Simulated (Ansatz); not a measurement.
# A hypothetical structure for CsRuBr3, part 2 of 2

Starting from a made-up structure for CsRuBr3, the aim is the relaxed cell, its shortest contacts and, where a second run follows, its electronic structure.

Ansatz 0.2.0; DFT, PBEsol, plane-wave PAW, files of the set soft_1, scalar-relativistic, no spin, cell and ions relaxed at zero pressure; PAW set soft_1 (the session's first sound run).

So far: Starting point; Relaxing cell and atoms. The relaxed cell has a = 5.133 Å (conventional setting).

## (3) Bands of the relaxed cell

With the geometry fixed, one more self-consistent run, with a narrower smearing and the mesh shown in its input, gives the bands, and its pressure, and its forces where symmetry allows any, show how far the geometry depends on these settings.

This step: DFT, PBEsol, plane-wave PAW, files of the set soft_1, scalar-relativistic, no spin, bands and density of states at the relaxed cell; PAW set soft_1 (Ansatz 0.2.0).

File input.yaml:

```yaml
crystal:
  lattice:
    - [5.1331384761, 0.0, 0.0]
    - [0.0, 5.1331384761, 0.0]
    - [0.0, 0.0, 5.1331384761]
  atoms:
    - { symbol: Cs, position: [0.0, 0.0, 0.0] }
    - { symbol: Ru, position: [0.5, 0.5, 0.5] }
    - { symbol: Br, position: [0.5, 0.5, 0.0] }
    - { symbol: Br, position: [0.5, 0.0, 0.5] }
    - { symbol: Br, position: [0.0, 0.5, 0.5] }
kpoints:
  mp_grid: { grid: [6, 6, 6] }
  band_path:
    path:
      - [[0.0, 0.0, 0.0], [0.0, 0.5, 0.0], [0.5, 0.5, 0.0], [0.0, 0.0, 0.0], [0.5, 0.5, 0.5], [0.0, 0.5, 0.0]]
      - [[0.5, 0.5, 0.0], [0.5, 0.5, 0.5]]
    npoints: 13
scf:
  occupations: { method: fermi_dirac, width: 0.03 }
  n_extra_bands: 9
hamiltonian:
  xc: pbesol
  pseudopotentials: { kind: paw, azcp: { folder: soft_1 }, xc_functional: pbe }
output:
  forces: true
  stress: true
  write_bands: true
  dos: { projected: true }
  write_density: true
  write_potential: true
  elf: true
  volumetric_format: npy
```

Launch:

```bash
$ ansatz run input.yaml --threads 4 --pin off --max-ram 8192MiB --backend cpu --events-out ev --progress --plain --runs-dir out
```

Numbers of over 12 decimals in the logs are rounded to 6 here.

Output:

```text
[...]
Crystal: 5 atoms, lattice volume = 135.254 Å³
Basis set: ecut = 420 eV, 2601 PW (Γ), exchange–correlation on 72×72×72 points (8 copies of the dense FFT grid, shifted against one another)
Bands: 32, of which v1, the nominal top of the filled ones, is band 23 counted from 1 (22 counted from 0)
Symmetry: 48 space group operations
[...]
k-points: 20 of 216
[...]
SCF iter   1: F=—  HF=-19616.197227 eV  |F-HF|=—  |Δ(HF+E_count)|=         —  Δρ=4.05e-2  dr2=2.81e0  ethr=3.10e-3  ⟨swp⟩=7.7  Hψ=3060  notcnv=0
[...]
SCF iter   9: F=-19614.936392 eV  HF=-19614.936392 eV  |F-HF|=2.45e-8  |Δ(HF+E_count)|=   9.21e-7  Δρ=4.45e-6  dr2=1.96e-8  ethr=2.17e-10  ⟨swp⟩=16.4  Hψ=5369  notcnv=0
SCF 1 converged in 9 iterations: F = -19614.936392 eV  dr2 = 1.96e-8
[...]
NSCF: frozen V_eff on 80 k-points
SCF converged after 9 iterations
Free energy (F): -19614.936392 eV
[...]
Internal energy: -19614.911883 eV  (E = F + TS)
E sigma→0 (E₀):  -19614.924137 eV
Entropy (-TS):   -0.024510 eV (-4.902 meV/atom)
Fermi energy:    7.297190 eV
[...]
--- Stress (GPa, compression-positive) ---
       -0.124773      -0.000000       0.000000
        0.000000      -0.124773       0.000000
        0.000000       0.000000      -0.124773
  P = ⅓ Tr σ = -0.1248 GPa (-1.248 kbar)
--- Band table (eV; the first three rows and the last of 20) ---
  k-point 0: bands = [... 19 lower, 5.3966, 5.9041, 5.9041, 5.9041, 6.5923, 6.5923, 10.2948, 11.0170, ... 5 higher]
  k-point 1: bands = [... 19 lower, 5.1961, 5.9112, 6.3899, 6.3899, 6.5942, 7.2147, 10.8665, 11.3263, ... 5 higher]
  k-point 2: bands = [... 19 lower, 5.0351, 5.9253, 6.5972, 6.9913, 6.9913, 7.7403, 11.9816, 12.3149, ... 5 higher]
  k-point 19: bands = [... 19 lower, 5.7116, 7.5411, 7.5411, 7.5411, 10.6770, 10.6770, 11.6998, 11.6998, ... 5 higher]
```

Elapsed: 2.3 s, on 4 threads of Intel Xeon Platinum 8559C (Emerald Rapids), shared host; peak memory 0.58 GiB.

Numbers from this step:

```yaml
free_energy: -19614.9364 eV
energy_at_zero_smearing: -19614.9241 eV
smearing_term_ts: 0.02451 eV
fermi_energy: 7.297 eV
pressure: -0.1248 GPa
```

bands.tsv at the labelled points (eV, zero at the Fermi level; the bands that come nearest the Fermi level along the path):

| point | band 20 | band 21 | band 22 | band 23 | band 24 | band 25 | band 26 | band 27 |
| --- | --- | --- | --- | --- | --- | --- | --- | --- |
| Γ | -1.90 | -1.39 | -1.39 | -1.39 | -0.70 | -0.70 | 3.00 | 3.72 |
| X | -2.32 | -1.36 | -0.70 | -0.06 | -0.06 | 0.59 | 5.38 | 5.55 |
| M | -1.62 | -0.20 | -0.10 | -0.10 | 0.09 | 3.37 | 5.92 | 6.20 |
| Γ | -1.90 | -1.39 | -1.39 | -1.39 | -0.70 | -0.70 | 3.00 | 3.72 |
| R | -1.59 | 0.24 | 0.24 | 0.24 | 3.38 | 3.38 | 4.40 | 4.40 |
| X | -2.32 | -1.36 | -0.70 | -0.06 | -0.06 | 0.59 | 5.38 | 5.55 |
| M | -1.62 | -0.20 | -0.10 | -0.10 | 0.09 | 3.37 | 5.92 | 6.20 |
| R | -1.59 | 0.24 | 0.24 | 0.24 | 3.38 | 3.38 | 4.40 | 4.40 |

States per cell as run, both spins, in windows of 1 eV, from dos.tsv (zero at the Fermi level):

```
from  to  total
  -8  -7   5.97
  -7  -6   0.36
  -6  -5   1.86
  -5  -4   5.30
  -4  -3   4.16
  -3  -2   5.35
  -2  -1   1.24
  -1   0   5.75
   0   1   2.07
   1   2   0.97
   2   3   0.83
   3   4   0.21
   4   5   1.28
```

A further 16.0 states lie below the table's range.

Valence density in the ac plane at fractional y = 0.500, with atoms of Ru and Br within 0.2 Å of it. It is the smooth field of the valence electrons, not physical close to the nuclei.

Ten steps, logarithmic in the rise over the least value, from '_' (0 e/Å³) to '@' (11 e/Å³), each cell a mean:
```
......::--++==--++==--......
........--==++++==--::......
........::--====--::::......
--::::..::::------::::::::--
====--::::==++**++--::::--==
==++==----**%%%%##++----==++
__====--==##@@@@%%**--==++--
--++==--==##@@@@%%++--==++==
++==--::--++####**==::--==++
==--::::::--====--::::::----
::::....::::------::......::
........::--======--::......
......::--==++==++==::......
......::==++--__====--......
```
Columns run along a (5.1 Å), rows up along c (5.1 Å). Atoms in or near the plane, at fractional coordinates: Ru at (0.50, 0.50), Br at (0.50, 0.00), Br at (0.00, 0.50).

ELF in the ac plane at fractional y = 0.500, with atoms of Ru and Br within 0.2 Å of it. It is the smooth field of the valence electrons, not physical close to the nuclei.

Ten even steps from '_' (0.01) to '@' (0.88), each cell a mean:
```
____..**@@@@--..**@@%%==____
______--##@@%%##@@%%++..____
++--....--**####**++::__..==
@@##==....::::::::::..::++%%
@@@@##--..--------::::++%%@@
++%%%%==::++**++**--::**@@**
__==%%++::==**++++--::####..
..**%%++::++******--::##%%--
@@@@%%==::==++==++--::**@@@@
@@%%++::..::::::::....--##@@
##++::..::==++++==--....--**
::..__::++%%%%%%%%##==..__..
____..++%%@@**==%%@@##--____
____::##@@@@..__++@@@@++____
```
Columns run along a (5.1 Å), rows up along c (5.1 Å). Atoms in or near the plane, at fractional coordinates: Ru at (0.50, 0.50), Br at (0.50, 0.00), Br at (0.00, 0.50).

Electrostatic potential energy in the ac plane at fractional y = 0.500, with atoms of Ru and Br within 0.2 Å of it. With pseudopotentials it is smooth inside the atoms' cores, unlike the true potential.

Ten even steps from '0' (-74 eV) to '9' (12 eV), each cell a mean:
```
99998521379999
99999754689999
99999988899999
99999988999999
68999865789987
24798510379863
12687300058841
13798400168852
46899743589975
89999987899998
99999998999999
99999876799999
99999632489999
99998411269999
```
Columns run along a (5.1 Å; values clipped at the 3rd and 97th percentile), rows up along c (5.1 Å). Atoms in or near the plane, at fractional coordinates: Ru at (0.50, 0.50), Br at (0.50, 0.00), Br at (0.00, 0.50).

## (4) What came out

```yaml
space_group_relaxed: Pm-3m
conventional_cell: a = 5.133, b = 5.133, c = 5.133 Å; α = 90.0°, β = 90.0°, γ = 90.0°
volume_per_atom: 27.05 Å³ (guess 33.75)
```

What this shows: CsRuBr3 relaxes to Pm-3m with a = 5.133, b = 5.133 and c = 5.133 Å. The guessed volume was 25 % too large. The space group Pm-3m was held in the relaxation, so the end point is a stationary structure within it and may be a saddle against distortions or other arrangements. Bands cross the Fermi level, so it is a metal or semimetal at this level. On the 6×6×6 mesh with the narrower smearing (relaxed on 5×5×5) the forces vanish, as symmetry may demand, and the largest stress component is 0.125 GPa, against the relaxation's thresholds of 0.015 eV/Å and 0.05 GPa. The cutoff wasn't tested. Spin-orbit coupling is left out, which can matter for elements this heavy. No dispersion term is used, so weakly bound directions may come out too long. The runs have no spin, and magnetism wasn't tested. Nothing here tests whether the compound is stable against decomposition.

[Logs are printed without paths, hosts, clocks, repeated set-up lines and the standing remarks that a program may print on its own settings, such as how far it seeks lower states.]

[Hosts, paths, dates, database ids (printed as entryN), source tags and the programs' standing remarks are cut or masked in the printed files.]
